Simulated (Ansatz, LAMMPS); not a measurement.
# A frame of liquid 1,3,5-triphenylbenzene from 473 K (126 atoms): geometry optimisation

Aim: bring a frame of liquid 1,3,5-triphenylbenzene from 473 K (126 atoms) to a nearby minimum of the energy and see what moves.

Program: Ansatz 0.2.0. Level of theory: Kohn-Sham DFT, r2SCAN+D4, PAW (set soft_2), plane waves. Results are calculated unless marked as measured.

## (1) Starting point

The cell holds 126 atoms: 72 C and 54 H. Its edges and angles: a = 11.401 Å, b = 11.401 Å, c = 11.401 Å, α = 90.0°, β = 90.0°, γ = 90.0°. 3 1,3,5-triphenylbenzene placed at random, at 1.03 g/cm³; overlaps pushed apart, then 10 ps at 573 K with MMFF94 bonds, angles, torsions, charges and radii (Halgren, J. Comput. Chem. 17, 490 (1996)) in harmonic and 12-6 forms. Snapshot after 20 ps at 473 K and fixed volume.

Before any run, some limits are plain. The network of contacts between molecules at the start is that of the classical potential that made the cell. The density was typed from a rule of thumb and may lie off the real one at this temperature. Only the Γ point is sampled, in a cell whose shortest periodic width is 11 Å.

## (2) Making the structure

A classical potential makes the cell, at a small fraction of what the same run would cost in DFT.

This step: classical MD, MMFF94 bonds, angles, torsions, charges and radii (Halgren, J. Comput. Chem. 17, 490 (1996)) in harmonic and 12-6 forms (LAMMPS 22 Jul 2025 - Update 4).

File in.lmp:

```
# liquid 1,3,5-triphenylbenzene
units real
atom_style full
boundary p p p
bond_style harmonic
angle_style harmonic
dihedral_style opls
improper_style harmonic
special_bonds lj 0 0 0.5 coul 0 0 0.75
read_data data.lmp
neigh_modify delay 0 every 1 check yes one 4000
comm_modify cutoff 12.0
timestep 0.5
thermo_style custom step time temp pe press density
thermo_modify norm yes
# push overlapping molecules apart
pair_style soft 2.6
pair_coeff * * 0.0
variable a equal ramp(1,60)
fix ad all adapt 1 pair soft a * * v_a
velocity all create 573 544821 mom yes dist gaussian
fix lim all nve/limit 0.03
fix lan all langevin 573 573 50 544822 zero yes
thermo 1000
run 3000 post no
unfix ad
pair_style lj/cut/coul/long 9.0
pair_modify mix arithmetic tail yes
pair_coeff 1 1 0.0678 3.5860   # C
pair_coeff 2 2 0.0216 2.5400   # H
kspace_style pppm 1.0e-4
thermo 100
minimize 1e-5 1e-3 300 3000
reset_timestep 0
# [... 14 lines left out ...]
compute msd all msd com yes
thermo 5000
fix md all nvt temp 473 473 100
run 20000 post no
print "== T473: mean square displacement over the hold $(c_msd[4]:%.2f) A^2"
unfix md
uncompute msd
write_dump all custom T473.dump id type xs ys zs modify sort id
```

Started as:

```bash
lmp -in in.lmp -log none -nocite
```

Numbers of over 12 decimals in the logs are rounded to 6 here.

Log:

```text
LAMMPS (22 Jul 2025 - Update 4)
Reading data file ...
  orthogonal box = (0 0 0) to (11.40104 11.40104 11.40104)
  126 atoms
  orthogonal box = (0 0 0) to (11.40104 11.40104 11.40104)
  135 bonds
  216 angles
  324 dihedrals
  72 impropers
   Step          Time           Temp          PotEng         Press         Density
         0   0              573            1.1006851     -30362.906      1.0299995
      1000   500            509.98251      2.2764112      11316.825      1.0299995
      2000   1000           518.34936      2.2465813      8460.3214      1.0299995
      3000   1500           548.50281      2.3300873      9815.4152      1.0299995
[... 29 lines left out ...]
Loop time of 2.66088 s on 1 MPI rank(s) for 10000 steps with 126 atoms
   Step          Time           Temp          PotEng         Press         Density
[... 4 lines left out ...]
Loop time of 1.27183 s on 1 MPI rank(s) for 5000 steps with 126 atoms
   Step          Time           Temp          PotEng         Press         Density
[... 2 lines left out ...]
     25000   24000          470.82811      1.8644652      4657.5185      1.0299995
     30000   29000          490.16637      1.6929917      3633.326       1.0299995
     35000   34000          400.86198      1.5346387     -1399.9412      1.0299995
     37000   36000          425.0777       1.6659491      4129.0575      1.0299995
Loop time of 5.11653 s on 1 MPI rank(s) for 20000 steps with 126 atoms
== T473: mean square displacement over the hold 5.41 A^2
```

Elapsed: 10 s, on 1 thread of AMD EPYC 9R45, shared host; peak memory 0.12 GiB.

The input also reads data.lmp (atoms, bonds and types; not printed here).

## (3) Single point at the start

A single point comes first, to see the forces before anything moves.

File input.yaml:

```yaml
crystal:
  lattice:
    - [11.40104, 0.0, 0.0]
    - [0.0, 11.40104, 0.0]
    - [0.0, 0.0, 11.40104]
  atoms:
    - { symbol: C, position: [0.77364, 0.83033, 0.95117] }
    - { symbol: C, position: [0.68762, 0.82182, 0.03751] }
    - { symbol: C, position: [0.60509, 0.73307, 0.02872] }
    - { symbol: C, position: [0.61036, 0.65454, 0.92827] }
    - { symbol: C, position: [0.70482, 0.65887, 0.85838] }
    - { symbol: C, position: [0.78753, 0.75005, 0.8618] }
    - { symbol: C, position: [0.88064, 0.76256, 0.77953] }
    - { symbol: C, position: [0.96237, 0.67359, 0.76671] }
    - { symbol: C, position: [0.0787, 0.69384, 0.71285] }
    - { symbol: C, position: [0.17364, 0.61038, 0.72014] }
    - { symbol: C, position: [0.23165, 0.56916, 0.61647] }
    - { symbol: C, position: [0.3021, 0.4667, 0.63338] }
    - { symbol: C, position: [0.3406, 0.43054, 0.74548] }
    - { symbol: C, position: [0.29006, 0.48555, 0.84229] }
    - { symbol: C, position: [0.20459, 0.56776, 0.8334] }
    - { symbol: C, position: [0.09012, 0.79966, 0.66113] }
    - { symbol: C, position: [0.99766, 0.88694, 0.65456] }
    - { symbol: C, position: [0.0141, 0.97828, 0.56439] }
    - { symbol: C, position: [0.9693, 0.09561, 0.58641] }
    - { symbol: C, position: [0.98844, 0.18185, 0.50601] }
    - { symbol: C, position: [0.04598, 0.15721, 0.41224] }
    - { symbol: C, position: [0.09113, 0.04943, 0.38942] }
    - { symbol: C, position: [0.07668, 0.95776, 0.46265] }
    - { symbol: C, position: [0.90006, 0.86813, 0.72394] }
    - { symbol: H, position: [0.82772, 0.90992, 0.95199] }
    - { symbol: H, position: [0.66701, 0.89027, 0.10251] }
    - { symbol: H, position: [0.52552, 0.72029, 0.08043] }
    - { symbol: H, position: [0.53671, 0.59349, 0.92172] }
    - { symbol: H, position: [0.69445, 0.59248, 0.7925] }
    - { symbol: H, position: [0.94914, 0.58902, 0.80956] }
    - { symbol: H, position: [0.20082, 0.6004, 0.53081] }
    - { symbol: H, position: [0.34397, 0.42289, 0.55952] }
    [... 88 atom lines left out ...]
    - { symbol: H, position: [0.80181, 0.7305, 0.46211] }
    - { symbol: H, position: [0.81764, 0.92008, 0.37794] }
    - { symbol: H, position: [0.65955, 0.03531, 0.31101] }
    - { symbol: H, position: [0.45335, 0.95214, 0.31599] }
    - { symbol: H, position: [0.43855, 0.75165, 0.36417] }
    - { symbol: H, position: [0.66607, 0.57879, 0.58748] }
kpoints:
  mp_grid: { grid: [1, 1, 1] }
hamiltonian:
  xc: r2scan
  dispersion: d4
scf:
  occupations: { method: fixed }
output:
  forces: true
  stress: true
  populations: intrinsic
  dos:
    method: { smearing: { sigma: 0.1 } }
    de: 0.1
    projected: { site_lists: { C: [C], H: [H] } }
  eigenvalues: true
```

Started as:

```bash
ansatz run input.yaml --threads 4 --pin off --max-ram 8192MiB --backend cpu --events-out ev --progress --plain --runs-dir out
```

Log:

```text
Engine: ansatz 0.2.0, x86_64-unknown-linux-gnu
Pseudopotentials: kind: paw
Pseudopotential: C, paw, valence charge 4, recommended cutoff 500 eV (meta_gga), C.paw.azcp
Pseudopotential: H, paw, valence charge 1, recommended cutoff 500 eV (meta_gga), H.paw.azcp
[... 6 lines on functional and potentials left out ...]
Crystal: 126 atoms, lattice volume = 1481.950 Å³
Basis set: ecut = 500 eV, 37561 PW (Γ), exchange–correlation on 360×360×360 points (64 copies of the dense FFT grid, shifted against one another)
Bands: 297, of which v1, the nominal top of the filled ones, is band 171 counted from 1 (170 counted from 0)
Symmetry: 1 space group operations
Space group: P1 (ITA 1), of the structure as read, at distance tolerance 1.1e-4 Å
k-points: 1
[... 6 lines on functional and potentials left out ...]
Initial density: superposition of atomic densities (neutral atoms: chi_scale 0, normalization atom), corrected by the library's trained network
Initial wavefunctions: pseudopotential atomic-orbital guess
Functional: x = r2scan, c = r2scan; τ floored in thin density (d = 2e-4 eV/Å³)
SCF iter   1: F=—  HF=-18977.019372 eV  |F-HF|=—  |Δ(HF+E_count)|=         —  Δρ=5.90e-3  dr2=2.75e-1  dr2_τ=1.55e1  ethr=1.77e-3  ⟨swp⟩=5.0  Hψ=1038  notcnv=0  defer=122
preconditioner: auto → Resta (q_TF=auto, 2.137 Å⁻¹)  ε∞=2.3  [insulator: Δε(μ)=3.525 eV  Ē_g=15.552 eV  n_scr=250 (ndim 8)  ℏωp=17.8 eV  f_vac=0.255  ε∞_Penn≈2.3]
SCF iter   2: F=—  HF=-18976.509666 eV  |F-HF|=—  |Δ(HF+E_count)|=   5.10e-1  Δρ=3.70e-3  dr2=9.13e-2  dr2_τ=5.51e-3  ethr=8.04e-5  ⟨swp⟩=2.0  Hψ=518  notcnv=0  defer=121
SCF iter   3: F=—  HF=-18976.521629 eV  |F-HF|=—  |Δ(HF+E_count)|=   1.20e-2  Δρ=1.06e-3  dr2=2.04e-2  dr2_τ=3.86e-3  ethr=2.67e-5  ⟨swp⟩=2.0  Hψ=350  notcnv=0  defer=124
SCF iter   4: F=—  HF=-18976.519246 eV  |F-HF|=—  |Δ(HF+E_count)|=   2.38e-3  Δρ=3.07e-4  dr2=1.22e-3  dr2_τ=9.27e-5  ethr=5.95e-6  ⟨swp⟩=3.0  Hψ=351  notcnv=0  defer=124
SCF iter   5: F=—  HF=-18976.520063 eV  |F-HF|=—  |Δ(HF+E_count)|=   8.17e-4  Δρ=9.39e-5  dr2=2.39e-4  dr2_τ=1.75e-5  ethr=3.58e-7  ⟨swp⟩=2.0  Hψ=345  notcnv=0  defer=124
SCF iter   6: F=—  HF=-18976.520373 eV  |F-HF|=—  |Δ(HF+E_count)|=   3.10e-4  Δρ=4.38e-5  dr2=4.73e-5  dr2_τ=3.99e-6  ethr=6.97e-8  ⟨swp⟩=2.0  Hψ=331  notcnv=0  defer=121
SCF iter   7: F=—  HF=-18976.522500 eV  |F-HF|=—  |Δ(HF+E_count)|=   2.13e-3  Δρ=1.52e-5  dr2=5.84e-6  dr2_τ=4.40e-7  ethr=1.38e-8  ⟨swp⟩=2.0  Hψ=438  notcnv=0  defer=121
SCF iter   8: F=—  HF=-18976.522509 eV  |F-HF|=—  |Δ(HF+E_count)|=   8.26e-6  Δρ=5.15e-6  dr2=5.67e-7  dr2_τ=5.01e-8  ethr=1.71e-9  ⟨swp⟩=2.0  Hψ=323  notcnv=0  defer=121
SCF iter   9: F=-18976.522510 eV  HF=-18976.522510 eV  |F-HF|=1.18e-7  |Δ(HF+E_count)|=   8.88e-7  Δρ=1.80e-6  dr2=8.46e-8  dr2_τ=7.79e-9  ethr=2.92e-11  ⟨swp⟩=19.0  Hψ=2522  notcnv=0
SCF 1 converged in 9 iterations: F = -18976.522510 eV  dr2 = 8.46e-8
  greatest PAW one-centre occupation: 0.715 electrons in one spin orbital (limit 2), on the C atom at site 20 (counted from 0), in its partial waves of l = 0
SCF converged after 9 iterations
Free energy (F): -18976.522510 eV
Harris-Foulkes:  -18976.522510 eV  (|F-HF|=1.18e-7)
Internal energy: -18976.522510 eV  (E = F + TS)
E sigma→0 (E₀):  -18976.522510 eV
Fermi energy:    -0.387623 eV
--- Per-component energies (eV) ---
  E_band       = -2642.309216
  E_kinetic    = 7283.131110
  E_local      = -23076.769279  (includes V_loc(G=0)·N_el)
  E_nonlocal   = 2050.416356
  E_hartree    = 8357.993425
  E_xc         = -3879.600026
  E_vxc        = -5396.650198  (∫ρ·V_xc dr)
  E_paw        = -7297.683510  (= ΣΔE_a)
  E_vpaw       = -530.662804  (= ΣTr[D̂ρ^β])
  E_aug_tail   = -0.026583  (compensation charges beyond the density's cutoff)
  E_vtau       = 312.269860  (kinetic-family band-sum trace: ∫τ·v_τ [+ j·A + Jᵃ·Aᵃ] dr)
  E_ewald      = -2408.554128
  E_disp       = -3.646165  (pairwise vdW)
  E_core_change = -1.783709  (= ΣΔE_core)
  E_smearing   = -0.000000  (= −TS)
  E_closure    = -0.000000  (closes the sum)
  Σ components = -18976.522510   (vs F -18976.522510, Δ=0.00e0)
--- Forces (eV/Å), atoms counted from 1 ---
  atom   1  C      0.31598131     1.64815299     0.53146570
  atom   2  C     -1.53037677     0.00293615     0.26468811
  atom   3  C     -0.64625041    -1.40957891    -2.03426582
  atom   4  C     -1.19833984     1.35655419     4.07625126
  atom   5  C     -0.03820209    -0.61099181    -1.60757220
  atom   6  C     -1.65503274    -0.87365914     0.96663159
  atom   7  C      1.59333528    -0.49740632    -0.40490246
  atom   8  C      2.44383206    -0.68641880    -0.04567082
  atom   9  C     -3.58876266    -0.05899470     1.53750373
  atom  10  C      0.48002294    -0.67875476     0.06743863
  atom  11  C     -0.62446090    -1.64842523     1.92391055
  atom  12  C      0.90867835     1.29350409    -0.20815750
  atom  13  C     -2.60457350     2.19959732    -1.62718091
  atom  14  C      1.10924220    -1.17729574    -1.53236615
[...]
atom 125  H     -0.96508601    -1.26072483     0.05439317
  atom 126  H     -0.06467120    -0.64608924    -1.18542854
  max |Σ_I F_I| component: 5.83e-5 eV/Å
--- Stress (GPa, compression-positive) ---
        0.870894       0.600836      -0.774224
        0.600836       2.510025      -1.211548
       -0.774224      -1.211548       1.638140
  P = ⅓ Tr σ = 1.6730 GPa (16.730 kbar)
--- Band table (eV) ---
  k-point 0: bands = ["-18.3448", "-18.1745", "-18.0634", "-17.8528", [... 281 levels ...], "10.9533", "10.9875", "11.0140", "11.0824", "11.1271", "11.2033", "11.2318", "11.2748", "11.3100", "11.3406", "11.3523", "11.4065"]
--- intrinsic populations: 126 sites ---
  site symbol       q [e]
     0      C      4.1852
     1      C      4.1832
     2      C      4.1866
[...]
125      H      0.8429
  spilling = -0.000000 (of n_electrons = 342.000000)
```

The job ended after 19 s (4 threads of AMD EPYC 9R45, shared host; peak memory 3.9 GiB).

The run gave:

- free energy: -18976.5225 eV
- free energy per atom: -150.6073 eV/atom
- SCF cycles: 9
- pressure: 1.673 GPa
- r.m.s. force component: 1.26 eV/Å
- longest force: 6.052 eV/Å
- Fermi energy: -0.3876 eV
- gap (highest filled to lowest empty level): 3.525 eV

The r.m.s. force component of 1.3 eV/Å and the pressure of 1.7 GPa set the starting point.

Length of the force by element:

```tsv
element	coordination	atoms	mean length of the force (eV/Å)	spread	least	most
C	all	72	2.43	1.17	0.536	6.05
H	all	54	1.02	0.618	0.269	3.43
```

## (4) Relaxation

The atoms are relaxed in the fixed cell, aiming at the force tolerance of the input.

input.yaml, the sections that differ from step 3:

```yaml
output:
  forces: true
relax:
  f_tol: 0.05
  max_steps: 200
# crystal, kpoints, hamiltonian, scf: as in step 3
```

Log:

```text
[...]
Crystal: 126 atoms, lattice volume = 1481.950 Å³
Basis set: ecut = 500 eV, 37561 PW (Γ), exchange–correlation on 360×360×360 points (64 copies of the dense FFT grid, shifted against one another)
Bands: 297, of which v1, the nominal top of the filled ones, is band 171 counted from 1 (170 counted from 0)
Symmetry: 1 space group operations
[...]
k-points: 1
[...]
SCF iter   1: F=—  HF=-18977.029300 eV  |F-HF|=—  |Δ(HF+E_count)|=         —  Δρ=5.91e-3  dr2=2.75e-1  dr2_τ=1.55e1  ethr=1.77e-3  ⟨swp⟩=5.0  Hψ=1023  notcnv=0  defer=120
[...]
SCF iter   3: F=—  HF=-18976.521309 eV  |F-HF|=—  |Δ(HF+E_count)|=   1.16e-2  Δρ=1.05e-3  dr2=1.99e-2  dr2_τ=3.57e-3  ethr=2.65e-5  ⟨swp⟩=3.0  Hψ=322  notcnv=0  defer=47
automatic band count: iteration 3 solves 220 bands in place of 297: the levels show a gap, and the empty bands left out lie too high to hold charge; the band table lists the bands solved (type scf.n_extra_bands for more)
SCF iter   4: F=—  HF=-18976.521390 eV  |F-HF|=—  |Δ(HF+E_count)|=   8.07e-5  Δρ=3.05e-4  dr2=1.21e-3  dr2_τ=1.06e-4  ethr=5.83e-6  ⟨swp⟩=2.0  Hψ=393  notcnv=0  defer=47
[...]
SCF iter   7: F=-18976.522506 eV  HF=-18976.522501 eV  |F-HF|=5.27e-6  |Δ(HF+E_count)|=   2.74e-5  Δρ=1.53e-5  dr2=6.23e-6  dr2_τ=5.01e-7  ethr=1.24e-8  ⟨swp⟩=4.0  Hψ=707  notcnv=0
SCF 1 converged in 7 iterations: F = -18976.522506 eV  dr2 = 6.23e-6
[...]
relax step   1: F+E_penalty+E_count = -18976.52250641 eV  Δ(F+E_penalty+E_count) = +0.000e0 eV  max|allowed force component| = 5.044e0 eV/Å  Δτ_max = 0.0000 Å  (7 SCF iters, dr2 threshold 6.25e-5 eV, accepted)
[... from here on, the SCF cycles and remarks between the steps are left out ...]
relax step   2: F+E_penalty+E_count = -18982.02659744 eV  Δ(F+E_penalty+E_count) = -5.504e0 eV  max|allowed force component| = 1.907e0 eV/Å  Δτ_max = 0.1945 Å  (7 SCF iters, dr2 threshold 1.00e-4 eV, accepted)
relax step   3: F+E_penalty+E_count = -18983.33822246 eV  Δ(F+E_penalty+E_count) = -1.312e0 eV  max|allowed force component| = 8.173e-1 eV/Å  Δτ_max = 0.1939 Å  (7 SCF iters, dr2 threshold 1.00e-4 eV, accepted)
relax step   4: F+E_penalty+E_count = -18983.66948287 eV  Δ(F+E_penalty+E_count) = -3.313e-1 eV  max|allowed force component| = 3.621e-1 eV/Å  Δτ_max = 0.2000 Å  (7 SCF iters, dr2 threshold 9.54e-5 eV, accepted)
relax step   5: F+E_penalty+E_count = -18983.82340564 eV  Δ(F+E_penalty+E_count) = -1.539e-1 eV  max|allowed force component| = 1.375e-1 eV/Å  Δτ_max = 0.2000 Å  (7 SCF iters, dr2 threshold 2.41e-5 eV, accepted)
relax step   6: F+E_penalty+E_count = -18983.89808309 eV  Δ(F+E_penalty+E_count) = -7.468e-2 eV  max|allowed force component| = 1.001e-1 eV/Å  Δτ_max = 0.1953 Å  (8 SCF iters, dr2 threshold 2.72e-6 eV, accepted)
relax step   7: F+E_penalty+E_count = -18983.93312132 eV  Δ(F+E_penalty+E_count) = -3.504e-2 eV  max|allowed force component| = 9.776e-2 eV/Å  Δτ_max = 0.1951 Å  (9 SCF iters, accepted)
relax step   8: F+E_penalty+E_count = -18983.95525471 eV  Δ(F+E_penalty+E_count) = -2.213e-2 eV  max|allowed force component| = 9.610e-2 eV/Å  Δτ_max = 0.1660 Å  (7 SCF iters, dr2 threshold 5.07e-6 eV, accepted)
relax step   9: F+E_penalty+E_count = -18983.97223186 eV  Δ(F+E_penalty+E_count) = -1.698e-2 eV  max|allowed force component| = 5.284e-2 eV/Å  Δτ_max = 0.1659 Å  (7 SCF iters, dr2 threshold 8.81e-6 eV, accepted)
relax step  10: F+E_penalty+E_count = -18983.98180657 eV  Δ(F+E_penalty+E_count) = -9.575e-3 eV  max|allowed force component| = 4.605e-2 eV/Å  Δτ_max = 0.1223 Å  (9 SCF iters, accepted)
relax step  11: F+E_penalty+E_count = -18983.98862941 eV  Δ(F+E_penalty+E_count) = -6.823e-3 eV  max|allowed force component| = 4.082e-2 eV/Å  Δτ_max = 0.1153 Å  (9 SCF iters, accepted)
relax step  12: F+E_penalty+E_count = -18983.99394883 eV  Δ(F+E_penalty+E_count) = -5.319e-3 eV  max|allowed force component| = 2.308e-2 eV/Å  Δτ_max = 0.0857 Å  (9 SCF iters, accepted)
relax step  13: F+E_penalty+E_count = -18983.99733342 eV  Δ(F+E_penalty+E_count) = -3.385e-3 eV  max|allowed force component| = 1.950e-2 eV/Å  Δτ_max = 0.0715 Å  (9 SCF iters, accepted)
[...]
SCF iter   2: F=-18983.997333 eV  HF=-18983.997333 eV  |F-HF|=7.72e-9  |Δ(HF+E_count)|=   7.50e-9  Δρ=2.81e-7  dr2=2.42e-9  dr2_τ=1.79e-10  ethr=3.10e-12  ⟨swp⟩=3.0  Hψ=611  notcnv=0
SCF 14 converged in 2 iterations: F = -18983.997333 eV  dr2 = 2.42e-9
SCF converged after 2 iterations
Free energy (F): -18983.997333 eV
[...]
Internal energy: -18983.997333 eV  (E = F + TS)
E sigma→0 (E₀):  -18983.997333 eV
Fermi energy:    -0.475254 eV
[...]
--- Forces (eV/Å), atoms counted from 1 ---
  atom   1  C      0.00303201    -0.00502208    -0.00609166
  atom   2  C      0.00298618     0.00654444     0.00093655
  atom   3  C     -0.00433982    -0.00142993     0.00018448
  atom   4  C      0.00084520    -0.00316864    -0.00301133
  atom   5  C     -0.00246178    -0.01465614     0.00343320
  atom   6  C      0.00408802     0.01642008     0.00631063
  atom   7  C      0.00467424    -0.00560918    -0.00312527
  atom   8  C     -0.00021541    -0.00471798     0.00160487
  atom   9  C      0.00839059     0.00904645    -0.01061518
  atom  10  C      0.00037167    -0.00933184     0.00791581
  atom  11  C     -0.00963386     0.00504193    -0.00233591
  atom  12  C      0.00624830    -0.01137026     0.00206703
  atom  13  C     -0.00182138     0.00627453     0.00143663
  atom  14  C     -0.00281058    -0.00256596    -0.00320913
[...]
atom 125  H      0.01222160     0.00414851     0.00213311
  atom 126  H      0.00161182    -0.00085507    -0.00060927
  max |Σ_I F_I| component: 1.31e-4 eV/Å
--- Relaxed structure (13 steps of the walk, 13 accepted, 0 SCFs on fresh bases) ---
  F+E_penalty+E_count = -18983.99733342 eV   max|allowed force component| = 1.950e-2 eV/Å
  atoms:
    - { symbol: C, position: [0.756904, 0.889924, 0.931619] }
    - { symbol: C, position: [0.661785, 0.889309, 0.00753655] }
    - { symbol: C, position: [0.598193, 0.786722, 0.024968] }
    - { symbol: C, position: [0.630312, 0.684968, 0.966029] }
[...]
- { symbol: H, position: [0.691936, 0.605780, 0.570175] }
```

Wall time 2.7 min (4 threads); peak memory 4 GiB; 10 min of CPU time.

Relaxation path:

```tsv
step	energy less that of the first step (eV)	largest force component (eV/Å)
1	0.0000	5.0440
2	-5.5041	1.9066
3	-6.8157	0.8173
4	-7.1470	0.3621
5	-7.3009	0.1375
6	-7.3756	0.1001
7	-7.4106	0.0978
8	-7.4327	0.0961
9	-7.4497	0.0528
10	-7.4593	0.0461
11	-7.4661	0.0408
12	-7.4714	0.0231
13	-7.4748	0.0195
```

The atoms that moved most (Å):

```tsv
atom	dx	dy	dz	length
H76	-0.211	-1.309	-0.422	1.391
C56	-0.155	-1.161	-0.269	1.201
H77	-0.143	-1.121	-0.280	1.165
H26	-0.342	0.896	-0.561	1.111
C57	-0.103	-1.070	-0.137	1.084
H117	-0.634	0.823	-0.263	1.072
H79	-0.159	-0.893	-0.351	0.973
H75	-0.178	-0.874	0.037	0.893
```

The relaxation changed the energy by -59.3 meV/atom, and atoms moved by 0.55 Å r.m.s., 1.4 Å at most.

(Continued in part 2 of 2.)

[Logs are printed without paths, hosts, clocks, repeated set-up lines and the standing remarks that a program may print on its own settings, such as how far it seeks lower states.]

[Hosts, paths, dates, database ids (printed as entryN), source tags and the programs' standing remarks are cut or masked in the printed files.]

[The MMFF94 radii named for the starting cell were scaled by 0.96; in molecules described by MMFF94, hydrogen bound to N, O or S took a small fixed 12-6 site in their place.]
